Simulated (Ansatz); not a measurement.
# What NaCdCl3 (model cell, started as cubic perovskite with Cd in the octahedra) distorts into, part 2 of 2

Wanted: the energy along a soft mode of NaCdCl3 (model cell, started as cubic perovskite with Cd in the octahedra) and the structure at the end.

Ansatz 0.2.0; DFT r2SCAN, scalar-relativistic, plane waves, PAW; PAW set soft_1.

So far, highest frequency on the path or at a solved wavevector (cm⁻¹): step 2 (response at finite wavevector) 318. Also lowest frequency on the path (cm⁻¹): step 2 -92.8.

The structure was built from a prototype and need not be the compound's stable phase.

### Step 5. Energy along the mode, all amplitudes (two of the runs are shown above)

An imaginary frequency means negative curvature, so the energy should fall and then rise again as anharmonic terms take over.

This step gave:

```yaml
depth_at_the_lowest_point_sampled: 55.42 meV/atom
largest_atomic_shift_at_that_point: 0.6 Å
```

The energy from the parent by largest atomic shift:

```
largest atomic shift (Å)  energy from the parent (meV/atom)
                   0.000                                  0
                   0.040                             -0.329
                   0.080                              -1.31
                   0.140                              -3.98
                   0.220                              -9.59
                   0.320                              -19.4
                   0.450                              -35.5
                   0.600                              -55.4
```

Displacement at unit largest shift by atom:

```
atom   x (Å)   y (Å)   z (Å)   size
 Na1   0.000   0.000   0.000  0.000
 Na2   0.000   0.000   0.000  0.000
 Cd3   0.000   0.000   0.000  0.000
 Cd4   0.000   0.000   0.000  0.000
 Cl5   0.707  -0.707   0.000  1.000
 Cl6  -0.707   0.707   0.000  1.000
 Cl7   0.000   0.000   0.707  0.707
 Cl8   0.000   0.000  -0.707  0.707
 Cl9   0.000   0.000  -0.707  0.707
Cl10   0.000   0.000   0.707  0.707
```

The lowest of the steps tried is the last one, at 0.6 Å, 55.4 meV/atom below the parent; the bottom of the well need not coincide with a step.

### Step 6. Relaxation from the frozen mode

Starting from the lowest point found, all atoms and the cell are let go, so that strain and other modes of the same symmetry can join in.

File input.yaml:

```yaml
crystal:
  lattice:
    - [5.169590516, 5.169590516, 0.0]
    - [5.169590516, 0.0, 5.169590516]
    - [5.169590516, 0.0, -5.169590516]
  atoms:
    - { symbol: Na, position: [0.0, 0.0, 0.0] }
    - { symbol: Na, position: [0.0, 0.5, 0.5] }
    - { symbol: Cd, position: [0.5, 0.25, 0.75] }
    - { symbol: Cd, position: [0.5, 0.75, 0.25] }
    - { symbol: Cl, position: [0.4179308173, 0.0820691827, 0.0820691827] }
    - { symbol: Cl, position: [0.5820691827, 0.4179308173, 0.4179308173] }
    - { symbol: Cl, position: [0.0, 0.5410345914, -0.0410345914] }
    - { symbol: Cl, position: [0.0, -0.0410345914, 0.5410345914] }
    - { symbol: Cl, position: [0.5, -0.0410345914, 0.5410345914] }
    - { symbol: Cl, position: [0.5, 0.5410345914, -0.0410345914] }
kpoints:
  mp_grid: { grid: [4, 4, 4] }
hamiltonian:
  xc: r2scan
  pseudopotentials: { kind: paw, azcp: { folder: soft_1 } }
scf:
  occupations: { method: fixed }
output:
  forces: true
  stress: true
  eigenvalues: true
relax:
  adjacent_minimum: "off"
  f_tol: 0.002
  max_steps: 120
  cell: { stress_tol: 0.03 }
```

The run is started by

```bash
$ ansatz run input.yaml --threads 4 --pin off --max-ram 16384MiB --backend cpu --events-out ev --progress --plain --runs-dir out
```

Numbers of over 12 decimals in the logs are rounded to 6 here.

What it wrote:

```text
[...]
Crystal: 10 atoms, lattice volume = 276.311 Å³
Basis set: ecut = 500 eV, 6975 PW (Γ), exchange–correlation on 216×216×216 points (64 copies of the dense FFT grid, shifted against one another)
Bands: 60, of which v1, the nominal top of the filled ones, is band 50 counted from 1 (49 counted from 0)
Symmetry: 8 space group operations
[...]
k-points: 18 of 64
[...]
SCF iter   1: F=—  HF=-26034.473570 eV  |F-HF|=—  |Δ(HF+E_count)|=         —  Δρ=6.76e-2  dr2=1.11e1  dr2_τ=3.09e-2  ethr=3.10e-3  ⟨swp⟩=5.0  Hψ=3637  notcnv=0  defer=135
[...]
SCF iter   8: F=-26030.340910 eV  HF=-26030.340910 eV  |F-HF|=1.51e-8  |Δ(HF+E_count)|=   6.21e-7  Δρ=4.06e-6  dr2=4.42e-8  dr2_τ=4.30e-9  ethr=1.00e-10  ⟨swp⟩=18.3  Hψ=7267  notcnv=0
SCF 1 converged in 8 iterations: F = -26030.340910 eV  dr2 = 4.42e-8
[...]
relax step   1: F+E_penalty+E_count = -26030.34091033 eV  Δ(F+E_penalty+E_count) = +0.000e0 eV  max|allowed force component| = 2.558e-1 eV/Å  Δτ_max = 0.0000 Å  P = -1.537 GPa  Ω = 276.311 Å³  (8 SCF iters, dr2 threshold 1.00e-7 eV, accepted)
Crystal: 10 atoms, lattice volume = 266.440 Å³
Basis set: ecut = 500 eV, 6791 PW (Γ), exchange–correlation on 216×216×216 points (64 copies of the dense FFT grid, shifted against one another)
[...]
iter 1 solved again at ethr=3.48e-5 eV; its pass at ethr=3.10e-3 eV (dr2=3.48e-2 eV) is discarded
[...]
SCF iter   7: F=-26030.591923 eV  HF=-26030.591923 eV  |F-HF|=1.00e-8  |Δ(HF+E_count)|=   1.70e-6  Δρ=6.27e-6  dr2=1.14e-7  dr2_τ=1.87e-8  ethr=1.00e-9  ⟨swp⟩=16.7  Hψ=6682  notcnv=0
SCF 2 converged in 7 iterations: F = -26030.591923 eV  dr2 = 1.14e-7
relax step   2: F+E_penalty+E_count = -26030.59192312 eV  Δ(F+E_penalty+E_count) = -2.510e-1 eV  max|allowed force component| = 2.394e-1 eV/Å  Δτ_max = 0.1102 Å  P = -0.980 GPa  Ω = 266.440 Å³  energy of the carried Pulay correction = +1.550e-3 eV  (7 SCF iters, dr2 threshold 1.00e-6 eV, accepted)
Crystal: 10 atoms, lattice volume = 254.829 Å³
Basis set: ecut = 500 eV, 6427 PW (Γ), exchange–correlation on 216×216×216 points (64 copies of the dense FFT grid, shifted against one another)
[...]
SCF iter   7: F=-26030.904400 eV  HF=-26030.904400 eV  |F-HF|=1.32e-7  |Δ(HF+E_count)|=   3.07e-6  Δρ=7.89e-6  dr2=1.19e-7  dr2_τ=1.57e-8  ethr=1.00e-9  ⟨swp⟩=16.7  Hψ=7607  notcnv=0
SCF 3 converged in 7 iterations: F = -26030.904400 eV  dr2 = 1.19e-7
[...]
relax step   3: F+E_penalty+E_count = -26030.90439980 eV  Δ(F+E_penalty+E_count) = -3.125e-1 eV  max|allowed force component| = 1.707e-1 eV/Å  Δτ_max = 0.1954 Å  P = -0.406 GPa  Ω = 254.829 Å³  energy of the carried Pulay correction = +3.448e-3 eV  (7 SCF iters, dr2 threshold 1.00e-6 eV, accepted)
[...]
relax step   4: F+E_penalty+E_count = -26031.01968095 eV  Δ(F+E_penalty+E_count) = -1.153e-1 eV  max|allowed force component| = 1.866e-1 eV/Å  Δτ_max = 0.1952 Å  P = +0.296 GPa  Ω = 245.788 Å³  energy of the carried Pulay correction = +4.985e-3 eV  (7 SCF iters, dr2 threshold 1.00e-6 eV, accepted)
[...]
relax step   5: F+E_penalty+E_count = -26031.04129141 eV  Δ(F+E_penalty+E_count) = -2.161e-2 eV  max|allowed force component| = 8.436e-2 eV/Å  Δτ_max = 0.0715 Å  P = +0.226 GPa  Ω = 246.588 Å³  energy of the carried Pulay correction = +4.846e-3 eV  (6 SCF iters, dr2 threshold 1.00e-6 eV, accepted)
[...]
relax step   6: F+E_penalty+E_count = -26031.04947500 eV  Δ(F+E_penalty+E_count) = -8.184e-3 eV  max|allowed force component| = 5.612e-3 eV/Å  Δτ_max = 0.0253 Å  P = +0.039 GPa  Ω = 247.794 Å³  energy of the carried Pulay correction = +4.639e-3 eV  (5 SCF iters, dr2 threshold 4.45e-7 eV, accepted)
[...]
relax step   7: F+E_penalty+E_count = -26031.04971708 eV  Δ(F+E_penalty+E_count) = -2.421e-4 eV  max|allowed force component| = 1.196e-3 eV/Å  Δτ_max = 0.0052 Å  P = +0.015 GPa  Ω = 247.974 Å³  energy of the carried Pulay correction = +4.608e-3 eV  (6 SCF iters, dr2 threshold 1.97e-8 eV, accepted)
[...]
SCF iter   6: F=-26031.045777 eV  HF=-26031.045777 eV  |F-HF|=3.64e-12  |Δ(HF+E_count)|=  3.64e-12  Δρ=1.09e-7  dr2=1.89e-11  dr2_τ=2.25e-12  ethr=1.00e-12  ⟨swp⟩=17.9  Hψ=7083  notcnv=0
SCF 8 converged in 6 iterations: F = -26031.045777 eV  dr2 = 1.89e-11
relax step   8: F+E_penalty+E_count = -26031.04577713 eV  Δ(F+E_penalty+E_count) = +3.940e-3 eV  max|allowed force component| = 1.219e-3 eV/Å  Δτ_max = 0.0000 Å  P = +0.009 GPa  Ω = 247.974 Å³  stress off target by 2.05e-2 GPa  SCF on the basis re-selected at this cell (its energy is not comparable with the rows above)  (6 SCF iters)
basis re-selected at this cell: Δ(F+E_penalty+E_count) = +3.940e-3 eV, ΔP = -0.006 GPa vs the last step (what re-selecting the basis moved, of the pressure what is left beyond the Pulay correction that the steps carried, after the strain that the cell walked since its last selection, with what the two solves' SCF thresholds leave and, on support functions, any second-order correction that the steps lacked; it is no m [...]
SCF converged after 6 iterations
Free energy (F): -26031.045777 eV
[...]
Internal energy: -26031.045777 eV  (E = F + TS)
E sigma→0 (E₀):  -26031.045777 eV
Fermi energy:    2.429216 eV
[...]
--- Forces (eV/Å), atoms counted from 1 ---
  atom   1  Na    -0.00121870     0.00121870    -0.00000000
  atom   2  Na     0.00121870    -0.00121870     0.00000000
  atom   3  Cd    -0.00000000     0.00000000     0.00000000
  atom   4  Cd    -0.00000000     0.00000000    -0.00000000
  atom   5  Cl     0.00099506    -0.00099506    -0.00000000
  atom   6  Cl    -0.00099506     0.00099506     0.00000000
  atom   7  Cl     0.00000000    -0.00000000     0.00108926
  atom   8  Cl     0.00000000     0.00000000    -0.00108926
  atom   9  Cl     0.00000000    -0.00000000    -0.00108926
  atom  10  Cl     0.00000000     0.00000000     0.00108926
  max |Σ_I F_I| component: 1.52e-18 eV/Å
--- Stress (GPa, compression-positive) ---
        0.003420      -0.011321      -0.000000
       -0.011321       0.003420       0.000000
       -0.000000       0.000000       0.020484
  P = ⅓ Tr σ = 0.0091 GPa (0.091 kbar)
--- Band table (eV; the first three rows and the last of 18) ---
  k-point 0: bands = [... 46 lower, 2.0343, 2.2762, 2.2770, 2.3671, 5.7846, 8.8302, 9.4927, 10.0921, ... 6 higher]
  k-point 1: bands = [... 46 lower, 1.9633, 2.1021, 2.2122, 2.2901, 6.3026, 8.7213, 8.9269, 10.2508, ... 6 higher]
  k-point 2: bands = [... 46 lower, 1.8078, 1.9289, 2.0873, 2.2701, 7.3571, 7.3813, 9.7001, 9.9370, ... 6 higher]
  k-point 17: bands = [... 46 lower, 2.0386, 2.0386, 2.1488, 2.1488, 7.9933, 7.9933, 10.2622, 10.2622, ... 6 higher]
--- Relaxed structure (7 steps of the walk, 7 accepted, 1 SCFs on fresh bases) ---
  F+E_penalty+E_count = -26031.04577713 eV   max|allowed force component| = 1.219e-3 eV/Å   (the final SCF, on the basis selected at the relaxed cell)
  cell:  # Å, volume = 247.9736 Å³
    - [5.146518, 5.146518, 0.0]
    - [4.997165, 0.149353, 4.969540]
    - [4.997165, 0.149353, -4.969540]
  atoms:
    - { symbol: Na, position: [0.046670, -0.046670, -0.046670] }
    - { symbol: Na, position: [-0.046670, 0.546670, 0.546670] }
    - { symbol: Cd, position: [0.500000, 0.25, 0.75] }
    - { symbol: Cd, position: [0.500000, 0.75, 0.25] }
    - { symbol: Cl, position: [0.354556, 0.145444, 0.145444] }
    - { symbol: Cl, position: [0.645444, 0.354556, 0.354556] }
    - { symbol: Cl, position: [0.0, 0.575363, -0.075363] }
    - { symbol: Cl, position: [0.0, -0.075363, 0.575363] }
    - { symbol: Cl, position: [0.5, -0.075363, 0.575363] }
    - { symbol: Cl, position: [0.5, 0.575363, -0.075363] }
```

The job ended after 72 s (4 threads of Arm Neoverse V2, shared host; peak memory 1.4 GiB; 4.7 min of CPU time).

Step by step:

```
step  energy less that of the first step (eV)  largest force component (eV/Å)  pressure (GPa)  volume (Å³)
   1                                   0.0000                          0.2558           -1.54       276.31
   2                                  -0.2510                          0.2394           -0.98       266.44
   3                                  -0.5635                          0.1707           -0.41       254.83
   4                                  -0.6788                          0.1866            0.30       245.79
   5                                  -0.7004                          0.0844            0.23       246.59
   6                                  -0.7086                          0.0056            0.04       247.79
   7                                  -0.7088                          0.0012            0.01       247.97
  8*                                  -0.7049                          0.0012            0.01       247.97
```

Relaxation steps marked * repeat the geometry before them on a plane-wave basis chosen anew for their cell, so energy and pressure can jump there.

The run keeps the 8 symmetry operations that it works with, so distortions that break them were not tested.

```
conventional cell, symmetrised  before  after   change
                         a (Å)   7.311  7.278   -0.4 %
                         b (Å)  10.339  9.939   -3.9 %
                         c (Å)   7.311  6.856   -6.2 %
              volume (Å³/atom)   27.63  24.80  -10.3 %
```

The atoms that moved most (Å, as changes of fractional coordinates times the final cell):

```
atom      dx      dy      dz  length
 Cl5   0.307  -0.307   0.000   0.434
 Cl6  -0.307   0.307   0.000   0.434
 Cl7   0.000   0.000   0.341   0.341
 Cl9   0.000   0.000  -0.341   0.341
Cl10   0.000   0.000   0.341   0.341
 Cl8   0.000   0.000  -0.341   0.341
 Na2   0.226  -0.226   0.000   0.320
 Na1  -0.226   0.226   0.000   0.320
```

The relaxed structure:

```cif
data_structure
_symmetry_space_group_name_H-M 'P 1'
_symmetry_Int_Tables_number 1
_cell_length_a 7.2783
_cell_length_b 7.0491
_cell_length_c 7.0491
_cell_angle_alpha 89.657
_cell_angle_beta 58.919
_cell_angle_gamma 58.919
_cell_volume 247.97
loop_
_atom_site_label
_atom_site_type_symbol
_atom_site_fract_x
_atom_site_fract_y
_atom_site_fract_z
_atom_site_occupancy
Na1 Na 0.04667 0.95333 0.95333 1
Na2 Na 0.95333 0.54667 0.54667 1
Cd3 Cd 0.50000 0.25000 0.75000 1
Cd4 Cd 0.50000 0.75000 0.25000 1
Cl5 Cl 0.35456 0.14544 0.14544 1
Cl6 Cl 0.64544 0.35456 0.35456 1
Cl7 Cl 0.00000 0.57536 0.92464 1
Cl8 Cl 0.00000 0.92464 0.57536 1
Cl9 Cl 0.50000 0.92464 0.57536 1
Cl10 Cl 0.50000 0.57536 0.92464 1
```

Numbers from this step:

| Property | Result |
| --- | --- |
| pressure | 0.009108 GPa |
| gap on the k-mesh | 3.355 eV |
| volume per atom | 24.80 Å³ |

The distorted start has space group Imma; the relaxation ends in Imma.

### Step 7. The new phase in its own primitive cell

The relaxed structure is symmetrised, reduced to its primitive cell and relaxed tightly, as its phonons need.

File input.yaml:

```yaml
crystal:
  lattice:
    - [-3.6391378126, 4.9695401638, 3.4279206827]
    - [3.6391378126, -4.9695401638, 3.4279206827]
    - [3.6391378126, 4.9695401638, -3.4279206827]
  atoms:
    - { symbol: Na, position: [0.703330386, 0.953330386, 0.75] }
    - { symbol: Na, position: [0.296669614, 0.046669614, 0.25] }
    - { symbol: Cd, position: [0.5, 0.5, 0.0] }
    - { symbol: Cd, position: [0.0, 0.5, 0.5] }
    - { symbol: Cl, position: [0.8954442075, 0.6454442075, 0.25] }
    - { symbol: Cl, position: [0.1045557925, 0.3545557925, 0.75] }
    - { symbol: Cl, position: [0.6746365895, 0.0, 0.1746365895] }
    - { symbol: Cl, position: [0.3253634105, 0.0, 0.8253634105] }
    - { symbol: Cl, position: [0.3253634105, 0.5, 0.3253634105] }
    - { symbol: Cl, position: [0.6746365895, 0.5, 0.6746365895] }
kpoints:
  mp_grid: { grid: [4, 4, 4] }
hamiltonian:
  xc: r2scan
  pseudopotentials: { kind: paw, azcp: { folder: soft_1 } }
scf:
  occupations: { method: fixed }
output:
  forces: true
  stress: true
  eigenvalues: true
relax:
  adjacent_minimum: "off"
  f_tol: 0.001
  max_steps: 60
  cell: { stress_tol: 0.01 }
```

What it wrote:

```text
[...]
Crystal: 10 atoms, lattice volume = 247.974 Å³
Basis set: ecut = 500 eV, 6287 PW (Γ), exchange–correlation on 216×216×216 points (64 copies of the dense FFT grid, shifted against one another)
Bands: 60, of which v1, the nominal top of the filled ones, is band 50 counted from 1 (49 counted from 0)
Symmetry: 8 space group operations
[...]
k-points: 18 of 64
[...]
- { symbol: Cd, position: [0.500000, 0.500000, 0] }
    - { symbol: Cd, position: [0, 0.5, 0.5] }
    - { symbol: Cl, position: [0.895464, 0.645464, 0.250000] }
    - { symbol: Cl, position: [0.104536, 0.354536, 0.750000] }
    - { symbol: Cl, position: [0.674570, 0.0, 0.174570] }
    - { symbol: Cl, position: [0.325430, -5.551115123125783e-17, 0.825430] }
    - { symbol: Cl, position: [0.325430, 0.5, 0.325430] }
    - { symbol: Cl, position: [0.674570, 0.5, 0.674570] }
[key lines of the parts left out:]
SCF converged after 6 iterations
Free energy (F): -26031.045797 eV
Fermi energy:    2.428373 eV
P = ⅓ Tr σ = -0.0006 GPa (-0.006 kbar)
```

The job ended after 34 s (4 threads; peak memory 1.4 GiB).

Little changed from the start: no atom moved by 0.005 Å and no cell edge by 0.1 %.

This step gave:

```yaml
pressure: -6.20e-4 GPa
gap_on_the_k_mesh: 3.353 eV
direct_gap_on_mesh: 3.417 eV
```

The largest force component left is 0.62 meV/Å and the pressure is -0.001 GPa, within the tolerances set. The cell now holds 24.80 Å³/atom.

### Step 8. The phases reached

The phases reached along the modes that were followed are set side by side.

Energies are those of the first relaxation, on the mesh of the frozen mode; space group, volume and gap are those of the last relaxation. Phases, by row:

```
                  mode frozen in  space group  energy from parent (meV/atom)  volume (Å³/atom)  gap on mesh (eV)  lowest zone-centre optical mode (cm⁻¹)  largest shift (Å)
                          parent        Pm-3m                              0             27.63             2.593                                       –                  –
         q = (0, 0, 0), 93i cm⁻¹         P4mm                          -48.5             28.48             2.505                                    29.4              1.065
         q = (0, 0, 0), 93i cm⁻¹          R3m                         -40.21             28.44             2.599                                   -15.3              0.892
         q = (0, 0, 0), 93i cm⁻¹         Amm2                         -40.47             28.29             2.582                                   -51.8                0.9
q = (-0.5, -0.5, -0.5), 89i cm⁻¹       I4/mcm                         -76.54             25.62             3.119                                       –              0.816
q = (-0.5, -0.5, -0.5), 89i cm⁻¹         R-3c                           -122             24.94             3.469                                       –              0.823
q = (-0.5, -0.5, -0.5), 89i cm⁻¹         Imma                         -125.9              24.8             3.353                                       –              0.997
```

### Step 9. Results

| Quantity | Value |
| --- | --- |
| unstable mode of the parent | q = (-0.5, -0.5, -0.5), 89i cm⁻¹ |
| depth at the lowest point sampled | 55.4 meV/atom |
| largest atomic shift at that point | 0.6 Å |
| space group reached (within 0.01 Å) | Imma |
| energy gained over the parent (first relaxation, on the mesh of the frozen mode) | 126 meV/atom |
| volume per atom, phase reached | 24.8 Å³ |
| gap on the k-mesh, phase reached | 3.35 eV |

In words: Along this mode the structure falls into Imma, 126 meV/atom below the parent. At the parent's cell the well is 55.42 meV/atom deep on the steps tried, with its lowest point at a shift of 0.6 Å. That is the last step tried, so the steps alone don't bracket the bottom of the well. Relaxing atoms and cell changes the gain by +70.49 meV/atom against the lowest step (energies at zero smearing). The modes of the phase reached were not computed on this path. Of the 6 patterns followed to their end from this parent, this one reaches the lowest energy. Each path keeps the symmetry of its pattern, so a lower phase may lie along a pattern not tried. The starting cell was built on a prototype and not taken from a measurement, so the phase need not exist.

[Logs are printed without paths, hosts, clocks, repeated set-up lines and the standing remarks that a program may print on its own settings, such as how far it seeks lower states.]

[Hosts, paths, dates, database ids (printed as entryN), source tags and the programs' standing remarks are cut or masked in the printed files.]
